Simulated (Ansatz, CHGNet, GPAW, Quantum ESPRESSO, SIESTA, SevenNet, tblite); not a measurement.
## SIESTA on amorphous Si0.9Ge0.1 (71 atoms): settings against a plane-wave reference

Wanted: SIESTA inputs and outputs for amorphous Si0.9Ge0.1 (71 atoms), checked against a plane-wave reference.

Program: SIESTA 5.4.2. Level of theory: the method is named at each step. Results are calculated unless marked as measured.

## Step 1: Set-up

The cell holds 71 atoms: 64 Si and 7 Ge. Its edges and angles: a = 11.462 Å, b = 11.462 Å, c = 11.462 Å, α = 90.0°, β = 90.0°, γ = 90.0°. 71 atoms (64 Si, 7 Ge) placed at random at 2.54 g/cm³, melted at 3500 K for 10 ps at fixed volume with the Tersoff potential (Tersoff, Phys. Rev. B 39, 5566 (1989)). Quenched from 3500 K to 300 K at 100 K/ps and fixed volume, held 5 ps. Then every atom was moved at random, 0.02 Å r.m.s. a Cartesian component.

The yardstick, on the same geometry:

```
method                 : Kohn-Sham DFT, PBE, PAW, plane waves (Ansatz 0.2.0); cutoff 420 eV, Γ point, fermi-dirac smearing of 0.05 eV; PAW set soft_2
r.m.s. force component : 0.5001 eV/Å
longest force          : 2.096 eV/Å
pressure               : -1.412 GPa
SCF cycles             : 9
time                   : 12 s on 4 threads of Arm Neoverse V2, shared host
CPU time               : 46 s
```

## Step 2: PBE, DZP, shift 0.01 Ry, mesh 300 Ry

Method: Kohn-Sham DFT, PBE, PseudoDojo 0.4.1 norm-conserving pseudopotentials (converted to PSML), numerical atomic orbitals (DZP), diagonalisation.

The .psml files are PseudoDojo norm-conserving potentials that we converted to this format, checked against plane waves on the same files for H, C, O, Si, Ge and Ca alone.

The input, input.fdf:

```
SystemLabel cell
NumberOfAtoms 71
NumberOfSpecies 2
%block ChemicalSpeciesLabel
  1 14 Si
  2 32 Ge
%endblock ChemicalSpeciesLabel
LatticeConstant 1.0 Ang
%block LatticeVectors
  11.46160 0.00000 0.00000
  0.00000 11.46160 0.00000
  0.00000 0.00000 11.46160
%endblock LatticeVectors
PAO.BasisSize DZP
PAO.EnergyShift 0.01 Ry
XC.Functional GGA
XC.Authors PBE
MeshCutoff 300 Ry
%block kgrid_Monkhorst_Pack
  1 0 0 0.0
  0 1 0 0.0
  0 0 1 0.0
%endblock kgrid_Monkhorst_Pack
SolutionMethod diagon
OccupationFunction FD
ElectronicTemperature 580 K
SCF.Mixer.Method Pulay
SCF.Mixer.Weight 0.05
SCF.Mixer.History 8
SCF.Mix Hamiltonian
MaxSCFIterations 300
SCF.DM.Tolerance 1e-04
SCF.H.Tolerance 1.0e-3 eV
WriteForces T
Write.HirshfeldPop T
Write.VoronoiPop T
Write.DM F
Write.H F
XML.Write F
AtomicCoordinatesFormat Fractional
%block AtomicCoordinatesAndAtomicSpecies
  0.02305 0.66525 0.88182 1
  0.48761 0.76076 0.51056 1
  0.06803 0.33638 0.22324 1
  0.60002 0.56175 0.91724 1
  0.74563 0.54595 0.51947 1
  0.50062 0.79222 0.11767 1
  0.58659 0.97220 0.04087 1
  0.32446 0.62140 0.48545 1
  0.26646 0.47863 0.00010 1
  0.48879 0.50952 0.26422 1
  0.90162 0.92224 0.64703 1
  0.25067 0.24009 0.24284 1
  0.19705 0.09667 0.09004 1
  0.05023 0.13337 0.43499 1
  0.69266 0.24115 0.93236 1
  0.81383 0.83432 0.16959 1
  0.43224 0.21281 0.50445 1
  0.57610 0.44415 0.44158 1
  0.12951 0.94088 0.41804 1
  0.50911 0.25571 0.01953 1
  0.95172 0.12480 0.62211 1
  0.11754 0.93723 0.82011 1
  0.04706 0.20575 0.98221 1
  0.85527 0.16371 0.04194 1
  0.29162 0.60396 0.28342 1
  0.33656 0.35802 0.74297 1
  0.79658 0.95947 0.00509 1
  0.61173 0.60572 0.12888 1
  0.90666 0.62131 0.38361 1
  0.32064 0.93025 0.31818 1
  0.40044 0.11784 0.30754 1
  0.09340 0.51862 0.33197 1
  0.40418 0.42367 0.54819 1
  0.50890 0.84629 0.32903 1
  0.07708 0.40825 0.03035 1
  0.47041 0.09348 0.67502 1
  0.75827 0.43832 0.90252 1
  0.91481 0.53385 0.00625 1
  0.08888 0.15352 0.78477 1
  0.75828 0.94930 0.79776 1
  0.80374 0.43815 0.69616 1
  0.72092 0.13954 0.32487 1
  0.43955 0.42326 0.90043 1
  0.03534 0.61749 0.56207 1
  0.56091 0.12422 0.18985 1
  0.17288 0.45406 0.52170 1
  0.45843 0.74019 0.91049 1
  0.38081 0.06922 0.97532 1
  0.05604 0.78821 0.69294 1
  0.66853 0.71443 0.59111 1
  0.28916 0.77991 0.16963 1
  0.81605 0.61471 0.17721 1
  0.22586 0.25634 0.46162 1
  0.11396 0.90343 0.15452 1
  0.13054 0.36135 0.73119 1
  0.67101 0.11907 0.74739 1
[... 11 atom lines left out ...]
  0.30842 0.88199 0.86051 2
  0.91469 0.18545 0.25869 2
  0.38141 0.36883 0.15089 2
  0.71080 0.92446 0.34072 2
%endblock AtomicCoordinatesAndAtomicSpecies
```

Started as:

```console
OMP_NUM_THREADS=1 siesta < input.fdf > output.txt
```

What it wrote:

```text
Version         : 5.4.2
reinit: System Name:
reinit: System Label: cell
initatom: Reading input for the pseudopotentials and atomic orbitals ----------
Species number:   1 Atomic number:   14 Label: Si
Species number:   2 Atomic number:   32 Label: Ge
Ground state valence configuration (from tables):   3s02  3p02  3d00  4f00
Ground state valence configuration (from tables):   4s02  4p02  4d00  4f00
---- Processing specs for species: Si
GGA--PBE XC_GGA_X_PBE--XC_GGA_C_PBE pb
---- Processing specs for species: Ge
GGA--PBE XC_GGA_X_PBE--XC_GGA_C_PBE pb
Semicore shell(s) with 10 electrons included in the valence for Ge
Semicore shell(s): 3d
Fallback to non-perturbative polarization scheme for Ge
Please see the manual if this is not desired in principle
Si pseudopotential only contains V_ls up to l=2 -- lmxkb reset.
Ge pseudopotential only contains V_ls up to l=2 -- lmxkb reset.
Using PAO.SplitTailNorm
%block ChemicalSpeciesLabel
    1   14 Si                      # Species index, atomic number, species label
    2   32 Ge                      # Species index, atomic number, species label
%endblock ChemicalSpeciesLabel
%block PAO.Basis                 # Define Basis set
Si                    2                    # Species label, number of l-shells
 n=3   0   2                         # n, l, Nzeta
   5.392      3.847
   1.000      1.000
 n=3   1   2 P   1                   # n, l, Nzeta, Polarization, NzetaPol
   6.844      4.952
   1.000      1.000
Ge                    4                    # Species label, number of l-shells
 n=4   0   2                         # n, l, Nzeta
   5.264      3.748
   1.000      1.000
 n=4   1   2                         # n, l, Nzeta
   6.996      5.083
   1.000      1.000
 n=3   2   1                         # n, l, Nzeta
   2.782
   1.000
 n=4   2   1                         # n, l, Nzeta
   6.996
   1.000
%endblock PAO.Basis
coor:   Atomic-coordinates input format  =     Fractional
siesta: System type = bulk
initatomlists: Number of atoms, orbitals, and projectors:     71   958  1278
siesta: ******************** Simulation parameters ****************************
Total number of electrons:   354.000000
Total ionic charge:   354.000000
 Kpoints in:            1 . Kpoints trimmed:            1
siesta: k-grid: Number of k-points = 1
siesta: k-points from Monkhorst-Pack grid
siesta: k-cutoff (effective) =     5.731 Ang
siesta: k-point supercell and displacements
siesta: k-grid:     1     0     0      0.000
siesta: k-grid:     0     1     0      0.000
siesta: k-grid:     0     0     1      0.000
                     ====================================
                        Single-point calculation
                     ====================================
outcell: Unit cell vectors (Ang):
       11.461600    0.000000    0.000000
        0.000000   11.461600    0.000000
        0.000000    0.000000   11.461600
outcell: Cell vector modules (Ang)   :   11.461600   11.461600   11.461600
outcell: Cell angles (23,13,12) (deg):     90.0000     90.0000     90.0000
outcell: Cell volume (Ang**3)        :   1505.6906
Gamma-point calculation with multiply-connected orbital pairs
Gamma-point calculation with multiply-connected orbital pairs
Folding of H and S implicitly performed
Folding of H and S implicitly performed
new_DM -- step:     1
Initializing Density Matrix...
Attempting to read DM from file... Failed...
DM filled with atomic data:
InitMesh: MESH = 120 x 120 x 120 = 1728000
InitMesh: Mesh cutoff (required, used) =   300.000   302.952 Ry
stepf: Fermi-Dirac step function
        iscf     Eharris(eV)        E_KS(eV)     FreeEng(eV)     dDmax    Ef(eV) dHmax(eV)
   scf:    1   -24291.825655   -24333.389380   -24333.591700  1.580661 -4.265000  6.154889
   scf:    2   -24336.276843   -24334.972302   -24335.181823  0.012946 -4.265912  4.531099
   scf:    3   -24337.168057   -24336.398953   -24336.621795  0.019401 -4.265408  2.388102
   scf:    4   -24337.092880   -24336.845178   -24337.075299  0.016968 -4.260110  1.290085
   scf:    5   -24337.026105   -24336.959622   -24337.194358  0.009385 -4.256013  0.656447
   scf:    6   -24336.995224   -24336.982934   -24337.217832  0.006005 -4.254324  0.481174
[...]
scf:   18   -24337.009771   -24337.009759   -24337.247894  0.000079 -4.251783  0.002876
   scf:   19   -24337.009760   -24337.009760   -24337.247895  0.000034 -4.251769  0.001808
   scf:   20   -24337.009763   -24337.009762   -24337.247896  0.000055 -4.251745  0.000497
SCF Convergence by DM+H criterion
max |DM_out - DM_in|         :     0.0000552331
max |H_out - H_in|      (eV) :     0.0004969981
SCF cycle converged after 20 iterations
Using DM_out to compute the final energy and forces
siesta: E_KS(eV) =           -24337.0098
siesta: E_KS - E_eggbox =    -24337.0098
siesta: Atomic forces (eV/Ang):
     1    0.126702    0.213510   -0.314440
     2   -0.054562   -0.442964    0.410411
     3   -0.255518    1.130571    0.423455
     4   -0.764573    0.357609    0.595495
     5    0.007641   -1.000756    0.029430
     6    0.146478   -0.115302    0.182890
[...]
69    0.235330    0.024879   -0.124899
    70    0.095203    0.443010   -0.139747
    71   -0.079184   -0.214034   -0.351232
----------------------------------------
   Tot   -0.000570   -0.002993    0.000953
----------------------------------------
   Max    2.157304
   Res    0.526165    sqrt( Sum f_i^2 / 3N )
----------------------------------------
   Max    2.157304    constrained
Stress tensor Voigt[x,y,z,yz,xz,xy] (kbar):       12.21       11.91        2.56        0.09        6.12       -0.34
(Free)E + p*V (eV/cell)   -24345.6063
Target enthalpy (eV/cell)   -24337.2479
siesta: Program's energy decomposition (eV):
siesta: Ebs     =     -4660.988091
siesta: Eions   =     29428.939994
siesta: Ena     =      4306.559970
siesta: Ekin    =     15395.816919
siesta: Enl     =     -7970.365514
siesta: DEna    =       165.766053
siesta: DUscf   =         8.415465
siesta: Ex      =     -6267.099207
siesta: Ec      =      -547.163453
siesta: Exc     =     -6814.262660
siesta: Eharris =    -24337.009763
siesta: Etot    =    -24337.009762
siesta: FreeEng =    -24337.247896
siesta: Final energy (eV):
siesta:  Band Struct. =   -4660.988091
siesta:       Kinetic =   15395.816919
siesta:       Hartree =    9037.834410
siesta:         Exch. =   -6267.099207
siesta:         Corr. =    -547.163453
siesta:   Exch.-corr. =   -6814.262660
siesta:  Ion-electron =  -32588.335678
siesta:       Ion-ion =   -9368.062753
siesta:         Total =  -24337.009762
siesta:         Fermi =      -4.251745
siesta: Stress tensor (static) (eV/Ang**3):
siesta:     0.007618   -0.000210    0.003820
siesta:    -0.000210    0.007437    0.000053
siesta:     0.003820    0.000053    0.001599
siesta: Cell volume =       1505.690616 Ang**3
siesta: Pressure (static):
siesta:                Solid            Molecule  Units
siesta:          -0.00006046         -0.00003684  Ry/Bohr**3
siesta:          -0.00555120         -0.00338294  eV/Ang**3
siesta:          -8.89400014         -5.42006395  kBar
    Orbital volume contribution        =          54.035561 eV
    (Free)E + p_basis*V_orbitals       =      -24283.212335 eV
    (Free)Eharris+ p_basis*V_orbitals  =      -24283.212337 eV
Hirshfeld Atomic Populations:
Atom #   charge [q] valence [e]  Species
     1    -0.015710    4.015710  Si
     2    -0.004558    4.004558  Si
     3    -0.012011    4.012011  Si
     4    -0.014246    4.014246  Si
     5    -0.018107    4.018107  Si
     6    -0.024727    4.024727  Si
[...]
65     0.036143   13.963857  Ge
    66     0.075195   13.924805  Ge
    67     0.029572   13.970428  Ge
    68     0.042873   13.957127  Ge
    69     0.044459   13.955541  Ge
    70     0.065589   13.934411  Ge
[...]
--------------------
 Total     0.000004
Voronoi Atomic Populations:
Atom #   charge [q] valence [e]  Species
[...]
62     0.003017    3.996983  Si
    63    -0.030309    4.030309  Si
    64    -0.001160    4.001160  Si
[...]
69     0.029089   13.970911  Ge
    70     0.070398   13.929602  Ge
    71     0.040425   13.959575  Ge
--------------------
 Total     0.000004
```

Wall time 5 min (1 thread of Arm Neoverse V2, shared host); peak memory 1.3 GiB.

Banners, paths, timers and routine set-up lines are dropped from the logs unmarked, and long logs keep their key lines alone; longer cuts are marked.

Numbers from this run, and their distance from the reference:

```
r.m.s. force component                  : 0.5262 eV/Å
r.m.s. difference of force components   : 54.55 meV/Å
longest difference of force vectors     : 266.5 meV/Å
force difference over r.m.s. force      : 10.91 %
slope of forces against the reference's : 1.047
correlation of force components         : 0.9956
pressure                                : -0.8894 GPa
pressure difference                     : 0.5225 GPa
```

Length of the force difference by element (eV/Å):

| element | atoms | mean | most |
| --- | --- | --- | --- |
| Ge | 7 | 0.15 | 0.27 |
| Si | 64 | 0.073 | 0.17 |

Local excerpt of 12 atoms (numbers count through the whole input) about Si16, picked at random; x, y, z are measured from there.

```csv
atom,x,y,z,distance (Å),bonds,Hirshfeld charge (e),Fx,Fy,Fz (eV/Å)
Si16,0.00,0.00,0.00,0.00,4,0.00,0.22,-0.58,0.72
Si27,-0.20,1.43,-1.89,2.38,5,-0.02,0.78,0.87,-0.11
Ge71,-1.18,1.03,1.96,2.51,4,0.04,-0.08,-0.21,-0.35
Si52,0.03,-2.52,0.09,2.52,4,0.00,-0.09,0.91,0.21
Si63,1.99,-0.06,1.60,2.55,5,-0.02,0.04,-0.01,-0.23
Ge67,2.06,0.40,-2.19,3.03,4,0.03,0.35,-0.39,-0.08
Si7,-2.60,1.58,-1.48,3.38,4,0.01,-1.39,0.05,0.61
Si28,-2.32,-2.62,-0.47,3.53,4,0.01,-0.22,0.47,-0.65
Si54,3.44,0.79,-0.17,3.53,4,-0.02,0.27,0.26,0.00
Si62,0.14,-0.23,3.60,3.61,5,0.00,-0.31,0.30,0.36
Si29,1.06,-2.44,2.45,3.62,6,0.00,-0.23,0.31,0.02
Si6,-3.59,-0.48,-0.60,3.67,5,-0.02,0.15,-0.12,0.18
```

Forces lie 11 % from the reference's, at 6.6 times its CPU time (on 1 against 4 cores).

## Step 3: PBE, DZP, shift 0.02 Ry, mesh 300 Ry

Method: Kohn-Sham DFT, PBE, PseudoDojo 0.4.1 norm-conserving pseudopotentials (converted to PSML), numerical atomic orbitals (DZP), diagonalisation.

Changes to input.fdf since step 2:

```diff
@@ -14,3 +14,3 @@
 PAO.BasisSize DZP
-PAO.EnergyShift 0.01 Ry
+PAO.EnergyShift 0.02 Ry
 XC.Functional GGA
```

What it wrote:

```text
Version         : 5.4.2
reinit: System Name:
reinit: System Label: cell
initatom: Reading input for the pseudopotentials and atomic orbitals ----------
Species number:   1 Atomic number:   14 Label: Si
Species number:   2 Atomic number:   32 Label: Ge
Ground state valence configuration (from tables):   3s02  3p02  3d00  4f00
Ground state valence configuration (from tables):   4s02  4p02  4d00  4f00
---- Processing specs for species: Si
GGA--PBE XC_GGA_X_PBE--XC_GGA_C_PBE pb
---- Processing specs for species: Ge
GGA--PBE XC_GGA_X_PBE--XC_GGA_C_PBE pb
[... lines left out ...]
stepf: Fermi-Dirac step function
        iscf     Eharris(eV)        E_KS(eV)     FreeEng(eV)     dDmax    Ef(eV) dHmax(eV)
[... lines left out ...]
SCF Convergence by DM+H criterion
[... lines left out ...]
SCF cycle converged after 21 iterations
[... lines left out ...]
   Max    2.131873
[... lines left out ...]
   Max    2.131873    constrained
Stress tensor Voigt[x,y,z,yz,xz,xy] (kbar):       21.44       21.98       12.41        0.10        5.93       -0.99
[... lines left out ...]
siesta: FreeEng =    -24326.786652
[... lines left out ...]
siesta:       Ion-ion =   -9603.953563
siesta:         Total =  -24326.548669
siesta:         Fermi =      -3.528534
siesta: Stress tensor (static) (eV/Ang**3):
siesta:     0.013383   -0.000619    0.003698
siesta:    -0.000619    0.013721    0.000061
siesta:     0.003698    0.000061    0.007745
siesta: Cell volume =       1505.690616 Ang**3
siesta: Pressure (static):
siesta:                Solid            Molecule  Units
siesta:          -0.00012651         -0.00010205  Ry/Bohr**3
siesta:          -0.01161604         -0.00936961  eV/Ang**3
siesta:         -18.61094640        -15.01177568  kBar
    Orbital volume contribution        =          41.063512 eV
    (Free)E + p_basis*V_orbitals       =      -24285.723140 eV
    (Free)Eharris+ p_basis*V_orbitals  =      -24285.723139 eV
Hirshfeld Atomic Populations:
Atom #   charge [q] valence [e]  Species
     1    -0.019338    4.019338  Si
     2    -0.005077    4.005077  Si
     3    -0.013015    4.013015  Si
[...]
65     0.037174   13.962826  Ge
    66     0.079278   13.920722  Ge
    67     0.033343   13.966657  Ge
[...]
--------------------
 Total     0.000029
Voronoi Atomic Populations:
Atom #   charge [q] valence [e]  Species
[...]
63    -0.033124    4.033124  Si
    64    -0.006876    4.006876  Si
[...]
70     0.075565   13.924435  Ge
    71     0.044237   13.955763  Ge
--------------------
 Total     0.000030
```

Elapsed: 3.5 min, on 1 thread; peak memory 1.1 GiB.

Against the reference:

| Property | Result |
| --- | --- |
| r.m.s. force component | 0.5271 eV/Å |
| r.m.s. difference of force components | 78.5 meV/Å |
| longest difference of force vectors | 409.8 meV/Å |
| force difference over r.m.s. force | 15.7 % |
| slope of forces against the reference's | 1.043 |
| correlation of force components | 0.9897 |
| pressure | -1.861 GPa |
| pressure difference | -0.4492 GPa |

Against the first run (11 %), the force difference from the reference is 16 %, at 0.69 times the CPU time.

(Part 1 of 2 ends here.)

[Also dropped from logs without a mark: logging warnings of Python, and SIESTA's first energy breakdown and zero terms.]

[Logs are printed without paths, hosts, clocks, repeated set-up lines and the standing remarks that a program may print on its own settings, such as how far it seeks lower states.]

[Hosts, paths, dates, database ids (printed as entryN), source tags and the programs' standing remarks are cut or masked in the printed files.]
